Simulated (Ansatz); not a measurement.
# From HSE06 to G0W0: TiO2 (C2/c), part 2 of 2

Wanted: the gap of TiO2 (C2/c) with a many-body correction, and the time that it takes.

Ansatz 0.2.0; HSE06, then G0W0 on it, plane waves, PAW. Known limits of the many-body steps: finite bands, screening cutoff and k mesh; no spin-orbit coupling in G0W0.

So far. Step 2 (HSE06 levels on the mesh and at listed points): Over mesh and listed points the gap is 3.507 eV, from k = (-0.450, 0.450, 0.000) to k = Γ. The least direct gap found is 3.892 eV, at k = (0.000, 0.000, 0.250). On the 4×4×4 mesh alone the same run gives 3.544 eV, so that mesh misses an edge of HSE06: 3.544 − 3.507 = +0.037 eV.

In doubt: masses and optical values from hybrid runs of this build are listed as unsure (step 3), which bears on the screening that GW takes from such a start.

## (3) The quasiparticle correction

G0W0 replaces the xc potential by a self-energy built once from the orbitals of the start. Levels are corrected in the window of bands that the input names, at points of the mesh.

This step: G0W0 on HSE06, plane waves, PAW; PAW set soft_1.

Contents of input.yaml:

```yaml
crystal:
  lattice:
    - [2.706034, -2.706655, 0.0]
    - [2.706034, 2.706655, 0.0]
    - [-2.633531, 0.0, 4.796637]
  atoms:
    - { symbol: Ti, position: [0.13411, 0.86589, 0.25] }
    - { symbol: Ti, position: [0.86589, 0.13411, 0.75] }
    - { symbol: O, position: [0.331221, 0.088755, 0.667149] }
    - { symbol: O, position: [0.668779, 0.911245, 0.332851] }
    - { symbol: O, position: [0.911245, 0.668779, 0.832851] }
    - { symbol: O, position: [0.088755, 0.331221, 0.167149] }
kpoints:
  mp_grid: { grid: [6, 6, 4] }
hamiltonian:
  xc: hse06
  pseudopotentials: { kind: paw, azcp: { folder: soft_1 } }
scf:
  occupations: { method: fixed }
gw:
  n_empty_bands: 258
  ecut_chi: 138
  qp_bands: [v2, c2]
  qp_kpoints: band_edges
  screening: { model: contour_deformation }
```

Command:

```sh
> ansatz run input.yaml --threads 3 --pin off --max-ram 92160MiB --backend cuda --events-out ev --progress --plain --runs-dir out --devices 1 --max-vram 13GiB
```

Numbers of over 12 decimals in the logs are rounded to 6 here.

The program printed:

```text
GPUs: using 1 of 1 available (devices: 1).
[...]
GPU FFT provider: cuFFT
GPU libraries: cuBLAS 13.8.2, cuFFT 12.4.0, cuSOLVER 12.3.4
Crystal: 6 atoms, lattice volume = 70.264 Å³
Basis set: ecut = 420 eV, 1363 PW (Γ)
Bands: 30, of which v1, the nominal top of the filled ones, is band 24 counted from 1 (23 counted from 0)
Symmetry: 4 space group operations
[...]
k-points: 47 of 144
[...]
GPU buffer pool allocated for 29160 grid points (all kernels)
[...]
SCF iter   1: F=—  HF=-7277.741453 eV  |F-HF|=—  |Δ(HF+E_count)|=         —  Δρ=5.89e-2  dr2=2.67e0  ethr=1.00e-1  ⟨swp⟩=3.3  Hψ=4176  notcnv=0
[...]
SCF iter   6: F=-7277.507788 eV  HF=-7277.507832 eV  |F-HF|=4.38e-5  |Δ(HF+E_count)|=   3.15e-4  Δρ=5.74e-4  dr2=2.20e-4  ethr=1.88e-5  ⟨swp⟩=2.6  Hψ=3137  notcnv=0
SCF 1 stopped early in 6 iterations: F = -7277.507788 eV  dr2 = 2.20e-4
[...]
GPU FFT provider: cuFFT
GPU libraries: cuBLAS 13.8.2, cuFFT 12.4.0, cuSOLVER 12.3.4
[...]
GPU buffer pool allocated for 29160 grid points (all kernels)
[...]
Frozen-core exchange: fock
SCF iter   1: F=—  HF=-7276.191367 eV  |F-HF|=—  |Δ(HF+E_count)|=         —  Δρ=3.42e-2  dr2=1.15e0  ethr=4.58e-6  ⟨swp⟩=7.0  Hψ=7751  notcnv=0
[...]
SCF iter   6: F=-7275.924980 eV  HF=-7275.924980 eV  |F-HF|=1.70e-7  |Δ(HF+E_count)|=   7.47e-6  Δρ=2.18e-5  dr2=2.77e-5  ethr=1.06e-7  ⟨swp⟩=3.6  Hψ=3972  notcnv=0
SCF 2 stopped early in 6 iterations: F = -7275.924980 eV  dr2 = 2.77e-5
hybrid outer 1: dexx = +5.470e-2 eV, tail = 2.38e-4 eV
GPU FFT provider: cuFFT
GPU libraries: cuBLAS 13.8.2, cuFFT 12.4.0, cuSOLVER 12.3.4
GPU buffer pool allocated for 29160 grid points (all kernels)
[...]
Frozen-core exchange: fock
SCF iter   1: F=—  HF=-7275.924321 eV  |F-HF|=—  |Δ(HF+E_count)|=         —  Δρ=5.42e-4  dr2=2.15e-4  ethr=2.48e-6  ⟨swp⟩=3.0  Hψ=3386  notcnv=0
[...]
SCF iter   8: F=-7275.924283 eV  HF=-7275.924283 eV  |F-HF|=3.08e-9  |Δ(HF+E_count)|=   1.82e-7  Δρ=2.39e-6  dr2=5.68e-9  ethr=2.91e-10  ⟨swp⟩=4.0  Hψ=4405  notcnv=0
SCF 3 converged in 8 iterations: F = -7275.924283 eV  dr2 = 5.68e-9
[...]
NSCF: frozen V_eff on 47 k-points
Exchange-term sweep: 0 of 47 (spin, k) points
Exchange-term sweep: 3 of 47 (spin, k) points
Exchange-term sweep: 5 of 47 (spin, k) points
Exchange-term sweep: 8 of 47 (spin, k) points
Exchange-term sweep: 10 of 47 (spin, k) points
Exchange-term sweep: 12 of 47 (spin, k) points
Exchange-term sweep: 15 of 47 (spin, k) points
Exchange-term sweep: 17 of 47 (spin, k) points
Exchange-term sweep: 19 of 47 (spin, k) points
Exchange-term sweep: 22 of 47 (spin, k) points
Exchange-term sweep: 24 of 47 (spin, k) points
Exchange-term sweep: 26 of 47 (spin, k) points
Exchange-term sweep: 29 of 47 (spin, k) points
Exchange-term sweep: 31 of 47 (spin, k) points
Exchange-term sweep: 33 of 47 (spin, k) points
Exchange-term sweep: 36 of 47 (spin, k) points
Exchange-term sweep: 38 of 47 (spin, k) points
Exchange-term sweep: 40 of 47 (spin, k) points
Exchange-term sweep: 43 of 47 (spin, k) points
Exchange-term sweep: 45 of 47 (spin, k) points
Exchange-term sweep: 47 of 47 (spin, k) points
G₀W₀ screening: q 1/47
[... further progress lines ...]
[...]
Free energy (F): -7275.924282 eV
Frozen-core exchange: fock
[...]
Internal energy: -7275.924282 eV  (E = F + TS)
E sigma→0 (E₀):  -7275.924282 eV
Fermi energy:    5.853050 eV
[...]
--- Band table (eV; the first three rows and the last of 47) ---
  k-point 0: bands = [... 20 lower, 5.0603, 5.0818, 5.3901, 5.3954, 9.3979, 10.2249, 11.3296]
  k-point 1: bands = [... 20 lower, 4.7195, 4.7330, 5.6175, 5.6200, 9.5116, 10.0956, 11.2410]
  k-point 2: bands = [... 20 lower, 4.4771, 4.4771, 5.7263, 5.7263, 9.7959, 9.7959, 11.2194]
  k-point 46: bands = [... 20 lower, 3.7012, 3.7012, 5.8262, 5.8262, 10.7341, 10.7341, 11.2002]
  guard bands above this table: 3 of the run's 30 bands. The solve was not asked for them (output.publish_guard_bands: true or output.eigenvalues: true publishes all)
--- G₀W₀: contour deformation, 6 samples at zero and on the imaginary axis and 2 off it, 144 q-points, 258 empty bands' worth ---
  eigenvalues of the whole cell's RPA ε∞ on this k-mesh (on a slab, of 1 + 4πα/V) = 4.3554, 4.6718, 4.7890; static W/v taken at q = 0 is 0.217681
  gw.qp_kpoints: band_edges: 35 of 47 stored k-points solved, in 1 pass; an edge of the gap read off the rows below is read off those points alone
    valence top: of the k-points left out ik 6 came nearest to being solved in a further pass, in band 24 (counted from 1, as in the quasiparticle table): it holds the edge there only if its correction is more favourable than any solved in that band by at least 0.502 eV; those differ by 0.050 eV
    conduction bottom: of the k-points left out ik 6 came nearest to being solved in a further pass, in band 25 (counted from 1, as in the quasiparticle table): it holds the edge there only if its correction is more favourable than any solved in that band by at least 0.502 eV; those differ by 0.078 eV
    ik  band        ε_KS         Σx   Σc(E_QP)       V_xc       Z   E_QP_lin       E_QP  E_QP is
     0    23      5.3901   -25.4295     4.3057   -21.4062  0.7465     5.6713     5.6724  root
     0    24      5.3954   -25.4383     4.3141   -21.4070  0.7466     5.6770     5.6782  root
     0    25      9.3979   -12.3859    -6.1226   -19.1234  0.7680    10.0177    10.0129  root
     0    26     10.2249   -12.8780    -6.7820   -20.2992  0.7499    10.8703    10.8640  root
     1    23      5.6175   -25.9524     4.1598   -22.0960  0.7538     5.9197     5.9209  root
     1    24      5.6200   -25.9534     4.1649   -22.0922  0.7538     5.9225     5.9236  root
     1    25      9.5116   -12.4394    -6.2112   -19.2694  0.7658    10.1354    10.1304  root
     1    26     10.0956   -12.7858    -6.6754   -20.0972  0.7530    10.7376    10.7316  root
     2    23      5.7263   -26.1098     4.1537   -22.2660  0.7555     6.0350     6.0361  root
     2    24      5.7263   -26.1098     4.1537   -22.2660  0.7555     6.0350     6.0361  root
     2    25      9.7959   -12.5934    -6.4344   -19.6555  0.7598    10.4291    10.4236  root
     2    26      9.7959   -12.5934    -6.4344   -19.6555  0.7598    10.4291    10.4236  root
     3    23      5.0971   -25.7201     3.9151   -22.0891  0.7559     5.3802     5.3812  root
     3    24      5.3837   -25.6343     4.2338   -21.6749  0.7514     5.6571     5.6581  root
     3    25      9.9594   -13.2338    -5.9952   -19.8697  0.7591    10.6057    10.6001  root
     3    26     10.3204   -12.8206    -6.8099   -20.2582  0.7491    10.9541    10.9480  root
     4    23      5.3161   -25.6222     4.1037   -21.8027  0.7520     5.5993     5.6004  root
     4    24      5.3803   -25.6510     4.1311   -21.8065  0.7524     5.6658     5.6669  root
     4    25      9.9913   -12.8367    -6.3024   -19.7661  0.7582    10.6238    10.6183  root
     4    26     10.2729   -13.1544    -6.4629   -20.2544  0.7513    10.9160    10.9100  root
     5    23      5.3377   -25.5957     4.1424   -21.7375  0.7510     5.6207     5.6218  root
     5    24      5.4117   -25.7472     4.0960   -21.9411  0.7540     5.7005     5.7016  root
     5    25      9.9285   -12.6768    -6.3728   -19.6677  0.7588    10.5519    10.5466  root
     5    26     10.3351   -13.2953    -6.3953   -20.3352  0.7507    10.9859    10.9797  root
    14    23      5.1582   -25.8423     4.1383   -21.9745  0.7554     5.4278     5.4288  root
    14    24      5.5590   -25.6335     4.2508   -21.6712  0.7501     5.8465     5.8476  root
    14    25     10.2433   -12.8936    -6.6702   -20.2050  0.7528    10.8906    10.8844  root
    14    26     10.3622   -13.4379    -6.1484   -20.2318  0.7527    11.0137    11.0076  root
    15    23      5.0945   -25.1969     4.1543   -21.3087  0.7475     5.3596     5.3606  root
    15    24      5.3627   -25.3550     4.2098   -21.4239  0.7485     5.6403     5.6414  root
    15    25     10.1774   -13.0538    -6.4099   -20.1052  0.7557    10.8248    10.8189  root
    15    26     10.3515   -13.2680    -6.3148   -20.2310  0.7533    11.0060    10.9998  root
    16    23      5.0425   -25.0936     4.1392   -21.2224  0.7470     5.3094     5.3105  root
    16    24      5.3819   -25.4688     4.2070   -21.5360  0.7503     5.6551     5.6561  root
    16    25     10.2334   -13.1791    -6.3012   -20.1149  0.7538    10.8738    10.8679  root
    16    26     10.3358   -13.2638    -6.4124   -20.3375  0.7548    11.0034    10.9971  root
    17    23      5.1497   -25.8689     4.1846   -21.9533  0.7544     5.4177     5.4187  root
    17    24      5.5709   -25.7343     4.2496   -21.7731  0.7512     5.8583     5.8594  root
    17    25     10.3260   -13.4571    -6.1270   -20.2253  0.7526    10.9731    10.9671  root
    17    26     10.3532   -12.9482    -6.7278   -20.3203  0.7511    11.0039    10.9976  root
[...]
44    23      5.8294   -25.9033     4.2521   -21.9690  0.7514     6.1459     6.1472  root
    44    24      5.8531   -25.8412     4.2419   -21.9205  0.7507     6.1729     6.1743  root
    44    25     10.7165   -13.2438    -6.9269   -20.8201  0.7436    11.3729    11.3660  root
    44    26     10.7459   -13.2353    -6.8690   -20.7530  0.7446    11.4013    11.3945  root
    45    23      5.6003   -25.3472     4.1224   -21.5232  0.7490     5.8976     5.8988  root
    45    24      5.7254   -25.5062     4.1546   -21.6615  0.7495     6.0340     6.0352  root
    45    25     10.8104   -13.6581    -6.7788   -21.1021  0.7415    11.4828    11.4755  root
    45    26     10.9552   -13.7479    -6.6092   -21.0249  0.7422    11.6303    11.6230  root
    46    23      5.8262   -25.8477     4.2391   -21.9271  0.7509     6.1433     6.1446  root
    46    24      5.8262   -25.8477     4.2391   -21.9271  0.7509     6.1433     6.1446  root
    46    25     10.7341   -13.2705    -6.8704   -20.7911  0.7440    11.3912    11.3843  root
    46    26     10.7341   -13.2705    -6.8704   -20.7911  0.7440    11.3912    11.3843  root
```

Wall time 3.9 min (1 × NVIDIA H100 80GB HBM3 (shared by 6 runs) with 3 threads of AMD EPYC 7R13 (Zen 3), shared host); peak memory 2.4 GiB; 5.8 min of CPU time.

Numbers from this step:

```yaml
bands_summed: 282
rpa_eps_infinity_on_this_mesh_eigenvalues: 4.355, 4.672, 4.789
plane_waves_in_the_screening_matrix: 269
q_points_in_the_mesh: 144
g0w0_gap_over_the_corrected_points: 3.839 eV
k_of_the_valence_top: -0.5, -0.5, 0
k_of_the_conduction_bottom: 0, 0, 0
starting_gap_on_the_mesh: 3.545 eV
z_at_the_valence_top: 0.7507
z_at_the_conduction_bottom: 0.7680
least_direct_g0w0_gap_over_the_corrected_points: 4.207 eV
```

Over 35 of 47 irreducible mesh points the G0W0 gap is 3.839 eV, from k = (-0.500, -0.500, 0.000) to k = Γ. The HSE06 gap of this run on the mesh is 3.545 eV. The two states that bound the G0W0 gap lie that far apart at the start, so the correction of the gap is 3.839 − 3.545 = +0.294 eV. The start of this run differs from the step before in mesh (4×4×4 and 6×6×4).

Labels follow the order of the start: v1 is the top filled band, c1 the lowest empty one; levels that stay degenerate share a row, the window can cut a multiplet, doubted levels are not marked in this list, bands outside the window were not corrected, and the list may be a part of the corrected levels. The levels before and after the correction (eV, zero at the valence-band top of each column):

|  | conduction bottom | valence top |
| --- | --- | --- |
| HSE06 | 3.54 | 0.00 |
| G0W0 | 3.84 | 0.00 |

|  | level | occupation | energy (eV) |
| --- | --- | --- | --- |
| HSE06 | Γ v2 | 2 | -0.463 |
| HSE06 | Γ v1 | 2 | -0.458 |
| HSE06 | Γ c1 | 0 | 3.545 |
| HSE06 | Γ c2 | 0 | 4.372 |
| HSE06 | (-0.5 -0.5 0) v2 | 2 | -0.024 |
| HSE06 | (-0.5 -0.5 0) v1 | 2 | 0.000 |
| HSE06 | (-0.5 -0.5 0) c1 | 0 | 4.864 |
| HSE06 | (-0.5 -0.5 0) c2 | 0 | 4.893 |
| G0W0 | Γ v2 | 2 | -0.502 |
| G0W0 | Γ v1 | 2 | -0.496 |
| G0W0 | Γ c1 | 0 | 3.839 |
| G0W0 | Γ c2 | 0 | 4.690 |
| G0W0 | (-0.5 -0.5 0) v2 | 2 | -0.027 |
| G0W0 | (-0.5 -0.5 0) v1 | 2 | 0.000 |
| G0W0 | (-0.5 -0.5 0) c1 | 0 | 5.192 |
| G0W0 | (-0.5 -0.5 0) c2 | 0 | 5.220 |

The parts of the quasiparticle energy for the two states that bound the G0W0 gap, in eV on the run's own scale (QP = start + Σx + Σc − Vxc, with Σc at the quasiparticle energy):

| edge | k | band | start | Σx | Σc | Vxc | Z | QP |
| --- | --- | --- | --- | --- | --- | --- | --- | --- |
| valence top | (-0.500, -0.500, 0.000) | 24 | 5.853 | −25.841 | 4.242 | −21.921 | 0.751 | 6.174 |
| conduction bottom | Γ | 25 | 9.398 | −12.386 | −6.123 | −19.123 | 0.768 | 10.013 |

For a hybrid start, Vxc holds its share of exact exchange.

## (4) The runs together

Each gap is the least one over the points named; times are wall times on shared hosts, not benchmarks. A G0W0 time includes the run's own self-consistent start. Runs with listed points see these and the mesh alone, so an edge that moves elsewhere is missed.

| level | mesh | files, cutoff | bands summed, screening | points | gap (eV) | valence top | conduction bottom | least direct gap (eV) | time |
| --- | --- | --- | --- | --- | --- | --- | --- | --- | --- |
| HSE06 | 4×4×4 | soft_1 PAW, 420 eV | - | mesh and listed points | 3.507 | (-0.450, 0.450, 0.000) | Γ | 3.892 | 25 s |
| G0W0@HSE06 | 6×6×4 | soft_1 PAW, 420 eV | 282, 138 eV | 35 of 47 irreducible mesh points | 3.839 | (-0.500, -0.500, 0.000) | Γ | 4.207 | 3.9 min |

## (5) What came out

```yaml
hse06_gap_over_mesh_and_listed_points: 3.507 eV, from k = (-0.450, 0.450, 0.000) to k = Γ
g0w0_hse06_gap_over_35_of_47_irreducible_mesh_points: 3.839 eV, from k = (-0.500, -0.500, 0.000) to k = Γ
gw_settings: 6×6×4 mesh, 258 empty bands, screening to 138 eV, PAW set soft_1 files
known_limits: finite bands, screening cutoff and k mesh; no spin-orbit coupling in G0W0
```

In words: Over 35 of 47 irreducible mesh points the G0W0 gap is 3.839 eV, from k = (-0.500, -0.500, 0.000) to k = Γ. The HSE06 gap of this run on the mesh is 3.545 eV. The two states that bound the G0W0 gap lie that far apart at the start, so the correction of the gap is 3.839 − 3.545 = +0.294 eV. The valence state moves by 6.174 − 5.853 = +0.321 eV and the conduction state by 10.013 − 9.398 = +0.615 eV, on the run's own scale; how far single levels stand from their limit in bands is not shown. Over mesh and listed points, HSE06 puts the valence top at k = (-0.450, 0.450, 0.000), where no G0W0 correction was computed. The G0W0 gap over the whole zone is therefore not known from this run; at its settings it can only be equal to or under the 3.839 eV found, and no correction is carried over from another point. For the start itself the gap is 3.507 eV over mesh and listed points and 3.545 eV on the mesh of the G0W0 run, in runs that differ in mesh (4×4×4 and 6×6×4). No second run with other bands and screening cutoff is shown, so the distance to the basis limit is not known. On another start, G0W0@LDA runs of this series (6×6×4 mesh, soft_1 PAW; not shown as steps) give 3.606 eV with 115 bands and 69 eV, 3.529 eV with 282 bands and 138 eV and 3.574 eV with 580 bands and 230 eV. G0W0 on other starts in this series, not shown as steps and not all at these settings: 3.529 eV on LDA (6×6×4, soft_1 PAW, 282 bands, 138 eV) and 3.456 eV on r2SCAN (6×6×4, soft_1 PAW, 282 bands, 138 eV). The G0W0 runs are scalar-relativistic. No pair of G0W0 runs that differ in the mesh alone is shown (6×6×4 is a supercell whose nearest images lie 22 Å apart), so the error from the mesh is not known here. G0W0 is shown with one set of atomic data (soft_1 PAW), so the error from the files is not known here.

[Paths, hosts, dates, memory and timing lines, banners, echoed tables and standing remarks are left out of the program output.]

[Logs are printed without paths, hosts, clocks, repeated set-up lines and the standing remarks that a program may print on its own settings, such as how far it seeks lower states.]

[Runs of the session that timed out or met a known fault of the program may be left out.]

[Cells called generated may have been cut or substituted from an entry of the Crystallography Open Database or the Materials Project.]

[Hosts, paths, dates, database ids (printed as entryN), source tags and the programs' standing remarks are cut or masked in the printed files.]

[Where an RPA ε∞ is given, it is that of the G0W0 mesh and is not shown converged in it. Names of k-points follow the symmetry that the program found, which can be lower than the space group named. Band edges on a path are those of the sampled points; other points can move an edge, and change direct to indirect where valleys lie close.]

[Hybrid gaps are those of their k-mesh and are not shown converged in it.]
